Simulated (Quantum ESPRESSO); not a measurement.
# SrO (Fm-3m): Raman and infrared activity, part 3 of 3

Aim: Raman and infrared lines of SrO (Fm-3m).

Quantum ESPRESSO 8.0 development, patched; DFT LDA, scalar-relativistic, plane waves, PseudoDojo norm-conserving pseudopotentials.

So far. Step 5 (Linear response at Γ): The acoustic modes at Γ come out as far as 0.8 cm⁻¹ from zero, where they should vanish, a small numerical error; the Born charges miss their sum rule by 3.3e-4 e, which is good. Step 6 (Zone-centre analysis): The rule moves no optical mode by more than 0.1 cm⁻¹. The relaxed cell has a = 5.061 Å (conventional setting).

The database entry behind the starting cell differs from later determinations by our own check (about 0.5 % short), so it need not match the best structure at ambient conditions.

## 7. Sum rules set otherwise (asr crystal)

The rule can be imposed in more than one way; the choices should agree where the raw error is small.

File dynmat.in:

```
&INPUT
  fildyn = 'g.dyn'
  asr    = 'crystal'
  fileig = 'dynmat.eig'
  lperm  = .true.
/
```

Command:

```
dynmat.x -in dynmat.in > dynmat.out
```

The log of the run:

```text
[banner, memory and clock lines left out]
Program DYNMAT v.8.0dev

     Reading Dynamical Matrix from file g.dyn
     ...Force constants read
     ...epsilon and Z* read
     ...Raman cross sections read
     Acoustic Sum Rule: || Z*(ASR) - Z*(orig)|| =    4.109673E-04
     Acoustic Sum Rule: ||dyn(ASR) - dyn(orig)||=    1.014043E-05
     A direction for q was not specified:TO-LO splitting will be absent

     Polarizability (A^3 units)
     multiply by 0.511665 for Clausius-Mossotti correction (not under assume_isolated = 'mt')
         7.384129   -0.000000   -0.000000
        -0.000000    7.384129    0.000000
        -0.000000    0.000000    7.384129

     IR activities are in (D/A)^2/amu units

# mode   [cm-1]    [THz]      IR
    1     -0.00   -0.0000    0.0000
    2      0.00    0.0000    0.0000
    3      0.00    0.0000    0.0000
    4    216.68    6.4958   10.4541
    5    216.68    6.4958   10.4541
    6    216.68    6.4958   10.4541

Electronic dielectric permittivity tensor (relative, adimensional)
         3.863211   -0.000000   -0.000000
        -0.000000    3.863211    0.000000
        -0.000000    0.000000    3.863211

 ... with zone-center polar mode contributions
        18.517350    0.000000    0.000000
         0.000000   18.517350   -0.000000
         0.000000   -0.000000   18.517350
```

Elapsed: 0.62 s, on 1 thread of Intel Xeon 6975P-C (Granite Rapids), shared host.

Zone-centre frequencies as printed; negative means imaginary. Modes:

```tsv
mode	frequency (cm⁻¹)
1	0
2	0
3	0
4	216.7
5	216.7
6	216.7
```

Against the first rule no mode moves by more than 0.1 cm⁻¹.

## 8. Sum rules set otherwise: a sum rule for molecules or wires on a crystal

This rule also removes rotations, which suits wires and not a crystal; it is tried to see the harm.

File dynmat.in:

```
&INPUT
  fildyn = 'g.dyn'
  asr    = 'one-dim'
  fileig = 'dynmat.eig'
  lperm  = .true.
/
```

Command:

```
dynmat.x -in dynmat.in > dynmat.out
```

The log of the run:

```text
[banner, memory and clock lines left out]
Program DYNMAT v.8.0dev

     Reading Dynamical Matrix from file g.dyn
     ...Force constants read
     ...epsilon and Z* read
     ...Raman cross sections read
asr rotation axis in 1D system=    3
     For the rotational sum rules    1 atoms are taken in another cell, next to their neighbours
     Acoustic Sum Rule: || Z*(ASR) - Z*(orig)|| =    4.109673E-04
     Acoustic Sum Rule: ||dyn(ASR) - dyn(orig)||=    9.614634E-02
     Message from routine dynmat:
     WARNING: the charges keep any dipole. Ignore the strengths of the modes set to zero; with q typed a rigid rotation may get a frequency
     A direction for q was not specified:TO-LO splitting will be absent

     Polarizability (A^3 units)
     multiply by 0.511665 for Clausius-Mossotti correction (not under assume_isolated = 'mt')
         7.384129   -0.000000   -0.000000
        -0.000000    7.384129    0.000000
        -0.000000    0.000000    7.384129

     IR activities are in (D/A)^2/amu units

# mode   [cm-1]    [THz]      IR
    1     -0.00   -0.0000    2.1856
    2     -0.00   -0.0000    0.7177
    3      0.00    0.0000    0.0000
    4      0.00    0.0000    7.5508
    5    216.68    6.4958   10.4541
    6    216.68    6.4958   10.4541

Electronic dielectric permittivity tensor (relative, adimensional)
         3.863211   -0.000000   -0.000000
        -0.000000    3.863211    0.000000
        -0.000000    0.000000    3.863211

 ... with zone-center polar mode contributions
        18.517350    0.000000    0.000000
         0.000000    3.863211    0.000000
         0.000000    0.000000   18.517350
```

Elapsed: 0.61 s, on 1 thread.

The run ended normally, but on settings that are not sound.

The fault: a sum rule for molecules or wires on a crystal; 1 optical mode is projected out to zero frequency, as if it were a rotation, and the static dielectric tensor is spoilt.

For a crystal the rule has to be 'simple' or 'crystal'.

Zone-centre frequencies as printed; negative means imaginary. Modes:

```tsv
mode	frequency (cm⁻¹)
1	0
2	0
3	0
4	0
5	216.7
6	216.7
```

## 9. Modes along a direction of q (1 0 0)

A longitudinal polar mode sets up a macroscopic field that stiffens it; the term hangs on the direction from which q goes to zero.

File dynmat.in:

```
&INPUT
  fildyn = 'g.dyn'
  asr    = 'simple'
  fileig = 'dynmat.eig'
  q(1)   = 1.0
  q(2)   = 0.0
  q(3)   = 0.0
/
```

Command:

```
dynmat.x -in dynmat.in > dynmat.out
```

The log of the run:

```text
[banner, memory and clock lines left out]
Program DYNMAT v.8.0dev

     Reading Dynamical Matrix from file g.dyn
     ...Force constants read
     ...epsilon and Z* read
     ...Raman cross sections read

     Polarizability (A^3 units)
     multiply by 0.511665 for Clausius-Mossotti correction (not under assume_isolated = 'mt')
         7.384129   -0.000000   -0.000000
        -0.000000    7.384129    0.000000
        -0.000000    0.000000    7.384129

     IR activities are in (D/A)^2/amu units

# mode   [cm-1]    [THz]      IR
    1     -0.00   -0.0000    0.0000
    2     -0.00   -0.0000    0.0000
    3      0.00    0.0000    0.0000
    4    216.68    6.4959   10.4541
    5    216.68    6.4959   10.4541
    6    474.38   14.2216   10.4541
```

Run time: 0.62 s. Hardware: 1 thread.

Numbers from this step:

```
highest mode moved by the LO-TO term : 474.4 cm⁻¹
```

Zone-centre frequencies as printed; negative means imaginary. Modes:

```tsv
mode	frequency (cm⁻¹)
1	0
2	0
3	0
4	216.7
5	216.7
6	474.4
```

The field moves one mode, from 217 to 474 cm⁻¹; the others stay.

## 10. Outcome

- space group after relaxation: Fm-3m
- volume per atom: 16.2 Å³
- gap on the k-mesh: 3.13 eV
- highest optical zone-centre mode (no LO-TO term): 216.7 cm⁻¹
- highest mode moved by the LO-TO term: 474.4 cm⁻¹
- mean high-frequency dielectric constant: 3.86
- largest Born charge in size (third of the trace): 2.48 e
- mean static dielectric constant: 18.5
- imaginary optical modes at the zone centre (no q mesh in this session): none

**Reading.** No mode is Raman active in this structure; the strongest infrared line lies at 217 cm⁻¹. At the LDA level the optical modes of SrO (Fm-3m) at the zone centre (no LO-TO term) lie at 217 cm⁻¹. Along the directions run, the highest mode that the macroscopic field moves lies at 474 cm⁻¹. Lattice motion raises the mean dielectric constant from 3.863 to 18.52. The Born charge of O is -2.476 e against a formal charge of -2, somewhat above it. The Lyddane-Sachs-Teller relation holds: (ωLO/ωTO)² is 4.79 and ε₀/ε∞ is 4.79. These are harmonic frequencies at zero temperature: anharmonic shifts and linewidths and thermal expansion are left out. The build is a development version in which the Raman tensors of release 7.5 are mended; dynmat.x leaves out the electro-optic term of LO lines.

[Host names and launcher messages were left out of these logs when they were recorded.]

[Logs are printed without paths, hosts, clocks, repeated set-up lines and the standing remarks that a program may print on its own settings, such as how far it seeks lower states.]

[Hosts, paths, dates, database ids (printed as entryN), source tags and the programs' standing remarks are cut or masked in the printed files.]
